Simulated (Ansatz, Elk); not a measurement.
# How far do independent atoms describe Mg3W?

The structure of Mg3W used here is made up (a known structure type with other elements) and was relaxed beforehand with PBE. The aim is the Fourier transform of its all-electron density, F(hkl), set beside the sum over free spherical atoms that refinements use.

Program: Elk 11.2.3 (patched build). Level of theory: DFT, PBE, all-electron APW+lo, Dirac cores, scalar-relativistic bands, static density, no spin. Results are calculated unless marked as measured.

The structure was built from a prototype and need not be the compound's stable phase.

## (1) Set-up

The structure is cubic, space group Pm-3m (No. 221). The conventional cell has a = 4.197 Å, b = 4.197 Å, c = 4.197 Å, α = 90.00°, β = 90.00°, γ = 90.00°. W has 12 Mg at 2.97 Å nearest. Nearest to Mg lie 4 W at 2.97 Å and 8 Mg at 2.97 Å. Farther neighbours are not listed.

Structure file:

```cif
data_structure
_symmetry_space_group_name_H-M 'P 1'
_symmetry_Int_Tables_number 1
_cell_length_a 4.1974
_cell_length_b 4.1974
_cell_length_c 4.1974
_cell_angle_alpha 90.000
_cell_angle_beta 90.000
_cell_angle_gamma 90.000
_cell_volume 73.95
loop_
_atom_site_label
_atom_site_type_symbol
_atom_site_fract_x
_atom_site_fract_y
_atom_site_fract_z
_atom_site_occupancy
W1 W 0.00000 0.00000 0.00000 1
Mg2 Mg 0.50000 0.50000 0.00000 1
Mg3 Mg 0.50000 0.00000 0.50000 1
Mg4 Mg 0.00000 0.50000 0.50000 1
```

## (2) Ground state and structure factors

An all-electron density is needed, since X-rays see the cores too. Task 0 finds the density and task 195 Fourier-transforms it; tshift is off so that phases refer to the origin typed.

Contents of elk.in:

```
tasks
  0
  195

xctype
  20

spinpol
  .false.

rgkmax
  7.0

gmaxvr
  14.0

lmaxo
  7

lmaxapw
  8

swidth
  0.002

tshift
  .false.

ramdisk
  .false.

hmaxvr
  5.5

maxscl
  120

epspot
  1e-06

sppath
  './'

avec
  7.93198671822 0.00000000000 0.00000000000
  0.00000000000 7.93198671822 0.00000000000
  0.00000000000 0.00000000000 7.93198671822

atoms
  2
  'W.in'
  1
  0.0000000000 -0.0000000000 0.0000000000   0.000000 0.000000 0.000000
  'Mg.in'
  3
  0.5000000000 0.5000000000 -0.0000000000   0.000000 0.000000 0.000000
  0.5000000000 -0.0000000000 0.5000000000   0.000000 0.000000 0.000000
  0.0000000000 0.5000000000 0.5000000000   0.000000 0.000000 0.000000

ngridk
  5 5 5
```

Launch:

```
OMP_NUM_THREADS=4 elk
```

Numbers of over 12 decimals in the logs are rounded to 6 here.

The log of the run:

```text
┌─────────────────────────┐
│ Elk code version 11.2.3 │
└─────────────────────────┘

All units are atomic (Hartree, Bohr, etc.)

┌─────────────────────────────────────────────────┐
│ Ground-state run starting from atomic densities │
└─────────────────────────────────────────────────┘

Lattice vectors :
   7.931986718       0.000000000       0.000000000
   0.000000000       7.931986718       0.000000000
   0.000000000       0.000000000       7.931986718

Reciprocal lattice vectors :
  0.7921326057       0.000000000       0.000000000
   0.000000000      0.7921326057       0.000000000
   0.000000000       0.000000000      0.7921326057

Unit cell volume      :    499.0521546
Brillouin zone volume :   0.4970426661

Muffin-tin inner radius fraction :   0.1000000000E-01

Nuclei treated as point charges

Species : 1 (W)
 parameters loaded from : W.in
 name : tungsten
 nuclear charge    :   -74.00000000
 electronic charge :    74.00000000
 atomic mass :    335119.8193
 muffin-tin radius :    2.800000000
 number of radial points in muffin-tin :   1393
 inner part over the whole radius :   0.9904299836E-02
 number on inner part of muffin-tin    :    999
 approximate nuclear radius :   0.1010025921E-03
 number of mesh points to nuclear radius :    520
 atomic positions (lattice), magnetic fields (Cartesian) :
  1 :   0.00000000  0.00000000  0.00000000    0.00000000  0.00000000  0.00000000

Species : 2 (Mg)
 parameters loaded from : Mg.in
 name : magnesium
 nuclear charge    :   -12.00000000
 electronic charge :    12.00000000
 atomic mass :    44305.30466
 muffin-tin radius :    2.200000000
 number of radial points in muffin-tin :    793
 inner part over the whole radius :   0.9941530515E-02
 number on inner part of muffin-tin    :    552
 approximate nuclear radius :   0.5710277704E-04
 number of mesh points to nuclear radius :    241
 atomic positions (lattice), magnetic fields (Cartesian) :
  1 :   0.50000000  0.50000000  0.00000000    0.00000000  0.00000000  0.00000000
  2 :   0.50000000  0.00000000  0.50000000    0.00000000  0.00000000  0.00000000
  3 :   0.00000000  0.50000000  0.50000000    0.00000000  0.00000000  0.00000000

Total number of atoms per unit cell :    4
Total muffin-tin volume :    225.7590369
 ratio of muffin-tin to unit cell volume :   0.4523756381

Spin treatment :
 spin-unpolarised

Number of Bravais lattice symmetries :   48
Number of crystal symmetries         :   48
Crystal has inversion symmetry
Real symmetric eigensolver will be used

k-point grid :      5     5     5
k-point offset :    0.000000000       0.000000000       0.000000000
k-point set is reduced with full crystal symmetry group
Total number of k-points :       10

Muffin-tin radius times maximum |G+k| :    7.000000000
 using average radius
Maximum |G+k| for APW functions       :    2.978723404
Maximum (1/2)|G+k|²                   :    4.436396560
Maximum |G| for potential and density :    14.00000000
Constant for pseudocharge density :   10
 order of it for each species :   17  17
 order of it for pair densities of each species (exact exchange by exxq0 0: 18) :   14   8
Radial integration step length :    1

G-vector grid sizes :     36    36    36
Number of G-vectors :    23031

Maximum angular momentum used for
 APW functions            :    8
 outer part of muffin-tin :    7
 inner part of muffin-tin :    2

Total nuclear charge    :   -110.0000000
Total core charge       :    52.00000000
Total valence charge    :    58.00000000
Total excess charge     :    0.000000000
Total electronic charge :    110.0000000

Effective Wigner radius, rₛ :    1.026963197

Number of empty states         :     16
Total number of valence states :     46
Total number of core states    :     52

Third-order local-orbitals added for an l without core states : T
Total number of local-orbitals :     72

Exchange-correlation functional :     20     0     0
 Perdew-Burke-Ernzerhof, Phys. Rev. Lett. 77, 3865 (1996)
 gradient requirement :    1
[...]
Madelung                    :     -20928.504575293
 xc potential                :     -486.05288026798
 exchange                    :     -368.76848399472
 correlation                 :     -5.851546
 electron entropic           :    -0.27507150269143E-03
 total energy                :     -16768.933209873

Density of states at Fermi energy :    17.29014568
 (states/Hartree/unit cell)

Estimated indirect band gap :   0.7974309895E-02
 from k-point 2 to k-point 1
Estimated direct band gap   :   0.1009172079E-01
 at k-point 2

Charges :
 core                        :    52.00000000
 valence                     :    58.00000000
 interstitial                :    5.706276316
 muffin-tins (core leakage)
  species : 1 (W)
   atom 1                    :    72.54249274     ( -0.2331438083E-06)
  species : 2 (Mg)
   atom 1                    :    10.58374365     ( -0.9828258607E-07)
[...]
total in muffin-tins        :    104.2937237
 total calculated charge     :    109.9999242
 total charge                :    110.0000000
 error                       :   0.7582550847E-04

RMS change in Kohn-Sham potential (target) :   0.6062654809     (  0.1000000000E-05)
Absolute change in total energy (target)   :    1.431433188     (  0.1000000000E-03)

[... loops 3 to 13 left out ...]

┌──────────────────┐
│ Loop number : 14 │
└──────────────────┘

Energies :
 Fermi                       :     0.212307
 sum of occupied eigenvalues :     -10224.300629353
 electron kinetic            :      18815.815520990
 core electron kinetic       :      17979.256329431
 Coulomb                     :     -35208.110827721
 Coulomb potential           :     -28550.697605562
 nuclear-nuclear             :     -1284.0242650197
 electron-nuclear            :     -39318.580397688
 Hartree                     :      5394.4938349866
 Madelung                    :     -20932.762024940
 xc potential                :     -489.41854478182
 exchange                    :     -368.91450638399
 correlation                 :     -5.853127
 electron entropic           :    -0.30001326145699E-03
 total energy                :     -16767.063240024

Density of states at Fermi energy :    18.91306635
 (states/Hartree/unit cell)

Estimated indirect band gap :   0.8632352749E-02
 from k-point 2 to k-point 1
Estimated direct band gap   :   0.1069653532E-01
 at k-point 2

Charges :
 core                        :    52.00000000
 valence                     :    58.00000000
 interstitial                :    5.634944185
 muffin-tins (core leakage)
  species : 1 (W)
[...]
species : 2 (Mg)
[...]
total in muffin-tins        :    104.3650558
 total calculated charge     :    109.9999500
 total charge                :    110.0000000
 error                       :   0.5002654669E-04

RMS change in Kohn-Sham potential (target) :   0.1779694807E-06 (  0.1000000000E-05)
Absolute change in total energy (target)   :   0.1865803279E-04 (  0.1000000000E-03)

Convergence targets achieved

┌──────────────────┐
│ Loop number : 15 │
└──────────────────┘

Energies :
 Fermi                       :     0.212307
 sum of occupied eigenvalues :     -10224.300626268
 electron kinetic            :      18815.815522210
 core electron kinetic       :      17979.256330762
 Coulomb                     :     -35208.110828920
 Coulomb potential           :     -28550.697609433
 nuclear-nuclear             :     -1284.0242650197
 electron-nuclear            :     -39318.580396204
 Hartree                     :      5394.4938323031
 Madelung                    :     -20932.762024204
 xc potential                :     -489.41853904507
 exchange                    :     -368.91450635913
 correlation                 :     -5.853127
 electron entropic           :    -0.30001322536858E-03
 total energy                :     -16767.063239975

Density of states at Fermi energy :    18.91306495
 (states/Hartree/unit cell)

Estimated indirect band gap :   0.8632345837E-02
 from k-point 2 to k-point 1
Estimated direct band gap   :   0.1069652862E-01
 at k-point 2

Charges :
 core                        :    52.00000000
 valence                     :    58.00000000
 interstitial                :    5.634944284
 muffin-tins (core leakage)
  species : 1 (W)
[...]
species : 2 (Mg)
   atom 1                    :    10.58705834     ( -0.9828258873E-07)
   atom 2                    :    10.58705834     ( -0.9828258873E-07)
   atom 3                    :    10.58705834     ( -0.9828258873E-07)
 total in muffin-tins        :    104.3650557
 total calculated charge     :    109.9999500
 total charge                :    110.0000000
 error                       :   0.5002653803E-04

┌──────────────────────────────┐
│ Self-consistent loop stopped │
└──────────────────────────────┘

Wrote STATE.OUT
```

Wall time 11 s (4 threads of Intel Xeon 6975P-C (Granite Rapids), shared host); peak memory 0.19 GiB.

SFACRHO.OUT:

```text

h k l indices transformed by vhmat matrix:
   1.000000000       0.000000000       0.000000000    
   0.000000000       1.000000000       0.000000000    
   0.000000000       0.000000000       1.000000000    

      h      k      l  multipl.   |H|            Re(F)            Im(F)           |F|

      0      0      0      1   0.0000000       110.00000      0.14576115E-16   110.00000    
     -1      0      0      6  0.79213261       58.477495     -0.22720752E-14   58.477495    
      1     -1      0     12   1.1202447       55.422814      0.67522935E-15   55.422814    
     -1     -1     -1      8   1.3720139       87.616947      0.62423217E-14   87.616947    
      0      0     -2      6   1.5842652       84.005318      0.39103142E-14   84.005318    
     -1     -2      0     24   1.7712624       49.847802     -0.19299436E-14   49.847802    
      1     -2      1     24   1.9403207       48.525521     -0.36818648E-14   48.525521    
      0      2     -2     12   2.2404893       74.057283     -0.10386498E-14   74.057283    
      0     -3      0      6   2.3763978       44.874491      0.18956330E-13   44.874491    
     -1      2     -2     24   2.3763978       45.119502     -0.26639536E-14   45.119502    
      3      1      0     24   2.5049432       44.000206     -0.25155901E-17   44.000206    
      1     -3      1     24   2.6272066       68.179090     -0.20708683E-13   68.179090    
     -2      2      2      8   2.7440278       66.629689     -0.29692986E-14   66.629689    
     -3      2      0     24   2.8560747       41.613668      0.11286260E-13   41.613668    
     -3      1      2     48   2.9638888       40.921264      0.77819442E-14   40.921264    
      0     -4      0      6   3.1685304       60.588546      0.51784037E-14   60.588546    
      2     -2     -3     24   3.2660464       39.022827      0.10674508E-13   39.022827    
      4     -1      0     24   3.2660464       38.866674     -0.12751980E-14   38.866674
```

Elk indexes on the primitive cell of elk.in and gives |H| = 4π sin θ/λ in inverse bohr. Below, one row stands for each form hkl of the conventional cell (m members, Friedel mates merged), F is for one primitive cell and the density is static (no thermal factor). Free-atom factors are Waasmaier and Kirfel's, and R is Σm||F|−|F'||/Σm|F|.

```
hkl   m  sin θ/λ (Å⁻¹)  abs F, DFT  neutral atoms   diff.
100   6          0.119      58.477         58.363  +0.115
110  12          0.169      55.423         55.580  -0.157
111   8          0.206      87.617         87.988  -0.371
200   6          0.238      84.005         84.476  -0.471
210  24          0.266      49.848         49.987  -0.139
211  24          0.292      48.526         48.581  -0.056
220  12          0.337      74.057         74.080  -0.023
300   6          0.357      44.874         45.102  -0.227
221  24          0.357      45.120         45.102  +0.018
310  24          0.377      44.000         44.130  -0.130
311  24          0.395      68.179         68.257  -0.078
222   8          0.413      66.630         66.567  +0.062
320  24          0.429      41.614         41.625  -0.011
321  48          0.446      40.921         40.902  +0.020
```

## (3) The highest occupied states alone

An energy window below the Fermi level keeps the highest occupied states, to see at which angles they scatter; shallow core shells can lie inside it and anion s states outside. No new self-consistency is needed.

Edit elk.in of step 2 so:

```diff
@@ -1,3 +1,2 @@
 tasks
-  0
   195
@@ -40,2 +39,5 @@
 
+wsfac
+  -0.155190 0.512310
+
 sppath
```

Launch:

```
OMP_NUM_THREADS=4 elk
```

The log of the run:

```text
┌─────────────────────────────────┐
│ Elk code version 11.2.3 started │
└─────────────────────────────────┘

Info(readinput): the functional depends on the density's gradient
 muffin-tin radial points multiplied by    2.00000
 (not where nrmtscf is given)

┌────────────────────┐
│ Current task : 195 │
└────────────────────┘

Info(sfacrho): density structure factors written to SFACRHO.OUT

 Energy window :  -0.1551900000      0.5123100000

┌──────────────────┐
│ Elk code stopped │
└──────────────────┘
```

Wall time 3.9 s (4 threads); peak memory 0.16 GiB; 5.2 s of CPU time.

States within 10 eV below the Fermi level hold 12.00 electrons; any levels below the window count with the cores. Their amplitudes can exceed the total, where window and core parts have opposite phase:

```
hkl  sin θ/λ (Å⁻¹)  abs F, window  abs F, all
100          0.119          2.531      58.477
110          0.169          1.318      55.423
111          0.206          0.627      87.617
200          0.238          0.068      84.005
210          0.266          0.290      49.848
211          0.292          0.228      48.526
220          0.337          0.119      74.057
300          0.357          0.198      44.874
221          0.357          0.044      45.120
310          0.377          0.150      44.000
```

[end of part 1 of 2]

[Logs are printed without paths, hosts, clocks, repeated set-up lines and the standing remarks that a program may print on its own settings, such as how far it seeks lower states.]

[Hosts, paths, dates, database ids (printed as entryN), source tags and the programs' standing remarks are cut or masked in the printed files.]
